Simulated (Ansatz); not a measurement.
# NbInSe3 (model cell, started as cubic perovskite with Nb in the octahedra): a soft mode frozen in, part 2 of 3

Wanted: the energy along a soft mode of NbInSe3 (model cell, started as cubic perovskite with Nb in the octahedra) and the structure at the end.

Ansatz 0.2.0; DFT PBE, scalar-relativistic, plane waves, PAW; PAW set soft_1.

So far, highest frequency on the path or at a solved wavevector (cm⁻¹): step 2 (phonons on a q mesh) 270. Also lowest frequency on the path (cm⁻¹): step 2 -139.

The structure was built from a prototype and need not be the compound's stable phase.

## Step 5: Energy along the mode, all amplitudes (two of the runs are shown above)

An imaginary frequency means negative curvature, so the energy should fall and then rise again as anharmonic terms take over.

Numbers from this step:

```yaml
depth_at_the_lowest_point_sampled: 1.016 meV/atom
largest_atomic_shift_at_that_point: 0.04 Å
```

Table of energy from the parent by largest atomic shift:

```
largest atomic shift (Å)  energy from the parent (meV/atom)
                  0.0000                                  0
                  0.0400                              -1.02
                  0.0800                             -0.825
                  0.1400                               10.5
```

Displacement at unit largest shift by atom:

```
atom  x (Å)  y (Å)  z (Å)  size
 In1   0.00   0.00   0.00  0.00
 In2   0.00   0.00   0.00  0.00
 Nb3   0.00   0.00   0.00  0.00
 Nb4   0.00   0.00   0.00  0.00
 Se5   0.00   0.00   0.94  0.94
 Se6   0.00   0.00  -0.94  0.94
 Se7   0.00  -1.00   0.00  1.00
 Se8   0.00   1.00   0.00  1.00
 Se9  -0.06   0.00   0.00  0.06
Se10   0.06   0.00   0.00  0.06
```

The lowest of the steps tried is at 0.04 Å, 1.02 meV/atom below the parent; the bottom of the well need not coincide with a step.

## Step 6: Relaxation from the frozen mode

Starting from the lowest point found, all atoms and the cell are let go, so that strain and other modes of the same symmetry can join in.

input.yaml reads:

```yaml
crystal:
  lattice:
    - [5.1035173521, 5.1035173521, 0.0]
    - [5.1035173521, 0.0, 5.1035173521]
    - [5.1035173521, 0.0, -5.1035173521]
  atoms:
    - { symbol: In, position: [0.0, 0.5, 0.5] }
    - { symbol: In, position: [0.0, 0.0, 0.0] }
    - { symbol: Nb, position: [0.5, 0.25, 0.75] }
    - { symbol: Nb, position: [0.5, 0.75, 0.25] }
    - { symbol: Se, position: [0.5, 0.5036866406, 0.4963133594] }
    - { symbol: Se, position: [0.5, -0.0036866406, 0.0036866406] }
    - { symbol: Se, position: [-0.0078377318, 0.0039188659, 0.5039188659] }
    - { symbol: Se, position: [0.0078377318, 0.4960811341, -0.0039188659] }
    - { symbol: Se, position: [0.5, -0.0002322253, 0.4997677747] }
    - { symbol: Se, position: [0.5, 0.5002322253, 0.0002322253] }
kpoints:
  mp_grid: { grid: [8, 8, 8] }
hamiltonian:
  xc: pbe
  pseudopotentials: { kind: paw, azcp: { folder: soft_1 } }
scf:
  occupations: { method: methfessel_paxton, width: 0.2 }
output:
  forces: true
  stress: true
  eigenvalues: true
relax:
  adjacent_minimum: "off"
  f_tol: 0.002
  max_steps: 120
  cell: { stress_tol: 0.03 }
```

Launch:

```sh
$ ansatz run input.yaml --threads 4 --pin off --max-ram 16384MiB --backend cpu --events-out ev --progress --plain --runs-dir out
```

Numbers of over 12 decimals in the logs are rounded to 6 here.

Log:

```text
[...]
Crystal: 10 atoms, lattice volume = 265.851 Å³
Basis set: ecut = 420 eV, 5065 PW (Γ), exchange–correlation on 100×100×100 points (8 copies of the dense FFT grid, shifted against one another)
Bands: 89, of which v1, the nominal top of the filled ones, is band 74 counted from 1 (73 counted from 0)
Symmetry: 8 space group operations
[...]
k-points: 95 of 512
[...]
SCF iter   1: F=—  HF=-53119.886766 eV  |F-HF|=—  |Δ(HF+E_count)|=         —  Δρ=3.39e-2  dr2=2.63e0  ethr=3.10e-3  ⟨swp⟩=6.1  Hψ=28895  notcnv=0
[...]
SCF iter  10: F=-53118.871519 eV  HF=-53118.871519 eV  |F-HF|=1.15e-7  |Δ(HF+E_count)|=   5.34e-8  S|Δr|=    0.00e0  Δρ=4.03e-6  dr2=8.42e-8  ethr=6.76e-11  ⟨swp⟩=10.1  Hψ=38570  notcnv=0
SCF 1 converged in 10 iterations: F = -53118.871519 eV  dr2 = 8.42e-8
[...]
relax step   1: F+E_penalty+E_count = -53118.87151862 eV  Δ(F+E_penalty+E_count) = +0.000e0 eV  max|allowed force component| = 5.255e-2 eV/Å  Δτ_max = 0.0000 Å  P = +0.018 GPa  Ω = 265.851 Å³  (10 SCF iters, dr2 threshold 1.00e-7 eV, accepted)
Crystal: 10 atoms, lattice volume = 266.054 Å³
Basis set: ecut = 420 eV, 5137 PW (Γ), exchange–correlation on 100×100×100 points (8 copies of the dense FFT grid, shifted against one another)
[...]
SCF iter   6: F=-53118.872578 eV  HF=-53118.872578 eV  |F-HF|=6.16e-9  |Δ(HF+E_count)|=   4.35e-8  S|Δr|=    0.00e0  Δρ=1.51e-6  dr2=7.89e-9  ethr=1.17e-10  ⟨swp⟩=2.9  Hψ=27012  notcnv=0
SCF 2 converged in 6 iterations: F = -53118.872578 eV  dr2 = 7.89e-9
relax step   2: F+E_penalty+E_count = -53118.87257798 eV  Δ(F+E_penalty+E_count) = -1.059e-3 eV  max|allowed force component| = 4.184e-2 eV/Å  Δτ_max = 0.0057 Å  P = -0.004 GPa  Ω = 266.054 Å³  energy of the carried Pulay correction = -1.960e-5 eV  (6 SCF iters, dr2 threshold 1.73e-7 eV, accepted)
Crystal: 10 atoms, lattice volume = 266.017 Å³
Basis set: ecut = 420 eV, 5105 PW (Γ), exchange–correlation on 100×100×100 points (8 copies of the dense FFT grid, shifted against one another)
[...]
SCF iter   8: F=-53118.872078 eV  HF=-53118.872078 eV  |F-HF|=5.66e-9  |Δ(HF+E_count)|=   5.31e-8  S|Δr|=    0.00e0  Δρ=1.32e-6  dr2=6.93e-9  ethr=7.39e-11  ⟨swp⟩=3.3  Hψ=32289  notcnv=0
SCF 3 converged in 8 iterations: F = -53118.872078 eV  dr2 = 6.93e-9
relax step   3: F+E_penalty+E_count = -53118.87207799 eV  Δ(F+E_penalty+E_count) = +5.000e-4 eV  max|allowed force component| = 7.721e-2 eV/Å  Δτ_max = 0.0222 Å  P = +0.149 GPa  Ω = 266.017 Å³  energy of the carried Pulay correction = -1.602e-5 eV  (8 SCF iters, dr2 threshold 1.09e-7 eV, rejected (line search))
[...]
relax step   4: F+E_penalty+E_count = -53118.87345980 eV  Δ(F+E_penalty+E_count) = -8.818e-4 eV  max|allowed force component| = 2.211e-2 eV/Å  Δτ_max = 0.0100 Å  P = -0.049 GPa  Ω = 266.462 Å³  energy of the carried Pulay correction = -5.913e-5 eV  (9 SCF iters, accepted)
[...]
relax step   5: F+E_penalty+E_count = -53118.87349849 eV  Δ(F+E_penalty+E_count) = -3.868e-5 eV  max|allowed force component| = 6.745e-3 eV/Å  Δτ_max = 0.0126 Å  P = +0.013 GPa  Ω = 266.258 Å³  energy of the carried Pulay correction = -3.934e-5 eV  (7 SCF iters, dr2 threshold 3.05e-8 eV, accepted)
[...]
relax step   6: F+E_penalty+E_count = -53118.87340168 eV  Δ(F+E_penalty+E_count) = +9.681e-5 eV  max|allowed force component| = 3.119e-2 eV/Å  Δτ_max = 0.0124 Å  P = -0.033 GPa  Ω = 266.450 Å³  energy of the carried Pulay correction = -5.792e-5 eV  (8 SCF iters, dr2 threshold 2.84e-9 eV, rejected (line search))
[...]
relax step   7: F+E_penalty+E_count = -53118.87355332 eV  Δ(F+E_penalty+E_count) = -5.483e-5 eV  max|allowed force component| = 2.280e-3 eV/Å  Δτ_max = 0.0062 Å  P = +0.003 GPa  Ω = 266.300 Å³  energy of the carried Pulay correction = -4.344e-5 eV  (9 SCF iters, accepted)
[...]
relax step   8: F+E_penalty+E_count = -53118.87356035 eV  Δ(F+E_penalty+E_count) = -7.030e-6 eV  max|allowed force component| = 3.292e-4 eV/Å  Δτ_max = 0.0038 Å  P = -0.000 GPa  Ω = 266.311 Å³  energy of the carried Pulay correction = -4.453e-5 eV  (8 SCF iters, dr2 threshold 3.25e-10 eV, accepted)
[...]
SCF iter   7: F=-53118.873599 eV  HF=-53118.873599 eV  |F-HF|=7.28e-12  |Δ(HF+E_count)|=  2.18e-10  S|Δr|=    0.00e0  Δρ=5.10e-8  dr2=7.18e-12  ethr=1.00e-12  ⟨swp⟩=4.4  Hψ=29948  notcnv=0
SCF 9 converged in 7 iterations: F = -53118.873599 eV  dr2 = 7.18e-12
relax step   9: F+E_penalty+E_count = -53118.87359896 eV  Δ(F+E_penalty+E_count) = -3.861e-5 eV  max|allowed force component| = 3.274e-4 eV/Å  Δτ_max = 0.0000 Å  P = -0.000 GPa  Ω = 266.311 Å³  stress off target by 1.04e-3 GPa  SCF on the basis re-selected at this cell (its energy is not comparable with the rows above)  (7 SCF iters)
basis re-selected at this cell: Δ(F+E_penalty+E_count) = -3.861e-5 eV, ΔP = -0.000 GPa vs the last step (what re-selecting the basis moved, of the pressure what is left beyond the Pulay correction that the steps carried, after the strain that the cell walked since its last selection, with what the two solves' SCF thresholds leave and, on support functions, any second-order correction that the steps lacked; it is no m [...]
SCF converged after 7 iterations
[...]
Free energy (F): -53118.873599 eV
[...]
Internal energy: -53118.892586 eV  (E = F + TS)
E sigma→0 (E₀):  -53118.878346 eV
Entropy (-TS):   0.018987 eV (1.899 meV/atom)
Fermi energy:    8.157048 eV
[...]
--- Forces (eV/Å), atoms counted from 1 ---
  atom   1  In     0.00000000     0.00000000     0.00000000
  atom   2  In     0.00000000     0.00000000     0.00000000
  atom   3  Nb     0.00000000    -0.00000000     0.00000000
  atom   4  Nb     0.00000000     0.00000000     0.00000000
  atom   5  Se     0.00000000     0.00000000     0.00011454
  atom   6  Se     0.00000000     0.00000000    -0.00011454
  atom   7  Se     0.00000000    -0.00001034     0.00000000
  atom   8  Se     0.00000000     0.00001034     0.00000000
  atom   9  Se     0.00032737     0.00000000     0.00000000
  atom  10  Se    -0.00032737     0.00000000     0.00000000
  max |Σ_I F_I| component: 0.00e0 eV/Å
--- Stress (GPa, compression-positive) ---
        0.000731       0.000000       0.000000
        0.000000       0.000138       0.000000
        0.000000       0.000000      -0.001036
  P = ⅓ Tr σ = -0.0001 GPa (-0.001 kbar)
--- Band table (eV; the first three rows and the last of 95) ---
  k-point 0: bands = [... 70 lower, 7.4165, 7.5172, 7.5172, 7.5189, 8.3940, 8.3947, 8.4321, 9.1797, ... 11 higher]
  k-point 1: bands = [... 70 lower, 7.2972, 7.7667, 7.8135, 7.8863, 8.2850, 8.3103, 8.3695, 9.4035, ... 11 higher]
  k-point 2: bands = [... 70 lower, 7.1633, 7.8744, 7.9148, 8.0639, 8.3221, 8.3781, 8.4521, 9.2197, ... 11 higher]
  k-point 94: bands = [... 70 lower, 7.3966, 7.4776, 7.4777, 7.8601, 8.4196, 9.1948, 9.6269, 9.6269, ... 11 higher]
--- Relaxed structure (8 steps of the walk, 6 accepted, 1 SCFs on fresh bases) ---
  F+E_penalty+E_count = -53118.87359896 eV   max|allowed force component| = 3.274e-4 eV/Å   (the final SCF, on the basis selected at the relaxed cell)
  cell:  # Å, volume = 266.3112 Å³
    - [5.100498, 5.109477, 0.0]
    - [5.100498, 0.0, 5.109406]
    - [5.100498, 0.0, -5.109406]
  atoms:
    - { symbol: In, position: [0, 0.5, 0.5] }
    - { symbol: In, position: [0, 0, 0] }
    - { symbol: Nb, position: [0.5, 0.250000, 0.75] }
    - { symbol: Nb, position: [0.5, 0.75, 0.250000] }
    - { symbol: Se, position: [0.5, 0.505422, 0.494578] }
    - { symbol: Se, position: [0.5, -0.00542157, 0.00542157] }
    - { symbol: Se, position: [-0.010939, 0.00546957, 0.505470] }
    - { symbol: Se, position: [0.010939, 0.494530, -0.00546957] }
    - { symbol: Se, position: [0.5, -4.906716233205044e-5, 0.499951] }
    - { symbol: Se, position: [0.5, 0.500049, 4.906716233188391e-5] }
```

Run time: 5.1 min. Hardware: 4 threads of Arm Neoverse V2, shared host; peak memory 2 GiB.

Step by step:

```
step  energy less that of the first step (eV)  largest force component (eV/Å)  pressure (GPa)  volume (Å³)
   1                                   0.0000                          0.0525            0.02       265.85
   2                                  -0.0011                          0.0418            0.00       266.05
   3                                  -0.0006                          0.0772            0.15       266.02
   4                                  -0.0019                          0.0221           -0.05       266.46
   5                                  -0.0020                          0.0067            0.01       266.26
   6                                  -0.0019                          0.0312           -0.03       266.45
   7                                  -0.0020                          0.0023            0.00       266.30
   8                                  -0.0020                          0.0003            0.00       266.31
  9*                                  -0.0021                          0.0003            0.00       266.31
```

Relaxation steps marked * repeat the geometry before them on a plane-wave basis chosen anew for their cell, so energy and pressure can jump there. Relaxation steps 3, 6 were tried and not accepted.

Forces are held to the 8 operations that the run works with; a distortion that breaks them can't arise in this run.

```
conventional cell, symmetrised  before   after  change
                         a (Å)   7.217   7.226  +0.1 %
                         b (Å)   7.217   7.226  +0.1 %
                         c (Å)  10.207  10.201  -0.1 %
              volume (Å³/atom)   26.59   26.63  +0.2 %
```

The atoms that moved most (Å, as changes of fractional coordinates times the final cell):

```
atom     dx      dy      dz  length
 Se6  0.000   0.000  -0.018   0.018
 Se5  0.000   0.000   0.018   0.018
 Se8  0.000   0.016   0.000   0.016
 Se7  0.000  -0.016   0.000   0.016
```

Final coordinates:

```cif
data_structure
_symmetry_space_group_name_H-M 'P 1'
_symmetry_Int_Tables_number 1
_cell_length_a 7.2195
_cell_length_b 7.2195
_cell_length_c 7.2195
_cell_angle_alpha 90.100
_cell_angle_beta 60.058
_cell_angle_gamma 60.058
_cell_volume 266.31
loop_
_atom_site_label
_atom_site_type_symbol
_atom_site_fract_x
_atom_site_fract_y
_atom_site_fract_z
_atom_site_occupancy
In1 In 0.00000 0.50000 0.50000 1
In2 In 0.00000 0.00000 0.00000 1
Nb3 Nb 0.50000 0.25000 0.75000 1
Nb4 Nb 0.50000 0.75000 0.25000 1
Se5 Se 0.50000 0.50542 0.49458 1
Se6 Se 0.50000 0.99458 0.00542 1
Se7 Se 0.98906 0.00547 0.50547 1
Se8 Se 0.01094 0.49453 0.99453 1
Se9 Se 0.50000 0.99995 0.49995 1
Se10 Se 0.50000 0.50005 0.00005 1
```

This step gave:

- pressure: -5.58e-5 GPa
- volume per atom: 26.63 Å³
- gap on the k-mesh: 0.1024 eV

The distorted start has space group Fmmm; the relaxation ends in I4/mcm.

## Step 7: The new phase in its own primitive cell

The relaxed structure is symmetrised, reduced to its primitive cell and relaxed tightly, as its phonons need.

input.yaml reads:

```yaml
crystal:
  lattice:
    - [-3.6129206142, 3.6129206142, 5.1004984161]
    - [3.6129206142, -3.6129206142, 5.1004984161]
    - [3.6129206142, 3.6129206142, -5.1004984161]
  atoms:
    - { symbol: In, position: [0.25, 0.25, 0.0] }
    - { symbol: In, position: [0.75, 0.75, 0.0] }
    - { symbol: Nb, position: [0.5, 0.0, 0.5] }
    - { symbol: Nb, position: [0.0, 0.5, 0.5] }
    - { symbol: Se, position: [0.2445784323, 0.2554215677, 0.5] }
    - { symbol: Se, position: [0.7554215677, 0.7445784323, 0.5] }
    - { symbol: Se, position: [0.7445784323, 0.2445784323, 0.9891568645] }
    - { symbol: Se, position: [0.2554215677, 0.7554215677, 0.0108431355] }
    - { symbol: Se, position: [0.75, 0.25, 0.5] }
    - { symbol: Se, position: [0.25, 0.75, 0.5] }
kpoints:
  mp_grid: { grid: [6, 6, 6] }
hamiltonian:
  xc: pbe
  pseudopotentials: { kind: paw, azcp: { folder: soft_1 } }
scf:
  occupations: { method: methfessel_paxton, width: 0.2 }
output:
  forces: true
  stress: true
  eigenvalues: true
relax:
  adjacent_minimum: "off"
  f_tol: 0.001
  max_steps: 60
  cell: { stress_tol: 0.01 }
```

Log:

```text
[...]
Crystal: 10 atoms, lattice volume = 266.311 Å³
Basis set: ecut = 420 eV, 5137 PW (Γ), exchange–correlation on 100×100×100 points (8 copies of the dense FFT grid, shifted against one another)
Bands: 89, of which v1, the nominal top of the filled ones, is band 74 counted from 1 (73 counted from 0)
Symmetry: 16 space group operations
[...]
k-points: 30 of 216
[...]
- { symbol: In, position: [0.750000, 0.750000, 0] }
    - { symbol: Nb, position: [0.5, 0, 0.5] }
    - { symbol: Nb, position: [0, 0.5, 0.5] }
    - { symbol: Se, position: [0.244563, 0.255437, 0.5] }
    - { symbol: Se, position: [0.755437, 0.744563, 0.5] }
    - { symbol: Se, position: [0.744563, 0.244563, 0.989126] }
    - { symbol: Se, position: [0.255437, 0.755437, 0.010874] }
    - { symbol: Se, position: [0.75, 0.25, 0.5] }
    - { symbol: Se, position: [0.25, 0.75, 0.5] }
[key lines of the parts left out:]
SCF converged after 7 iterations
Free energy (F): -53118.875092 eV
Fermi energy:    8.144241 eV
P = ⅓ Tr σ = 0.0045 GPa (0.045 kbar)
```

It took 35 s on 4 threads; peak memory 1.2 GiB; 2.3 min of CPU time.

Little changed from the start: no atom moved by 0.005 Å and no cell edge by 0.1 %.

Numbers from this step:

```
pressure           : 0.004467 GPa
gap on the k-mesh  : 0.1518 eV
direct gap on mesh : 0.2070 eV
```

The largest force component left is 0.34 meV/Å and the pressure is 0.004 GPa, within the tolerances set. The cell now holds 26.63 Å³/atom.

[end of part 2 of 3]

[Logs are printed without paths, hosts, clocks, repeated set-up lines and the standing remarks that a program may print on its own settings, such as how far it seeks lower states.]

[Hosts, paths, dates, database ids (printed as entryN), source tags and the programs' standing remarks are cut or masked in the printed files.]
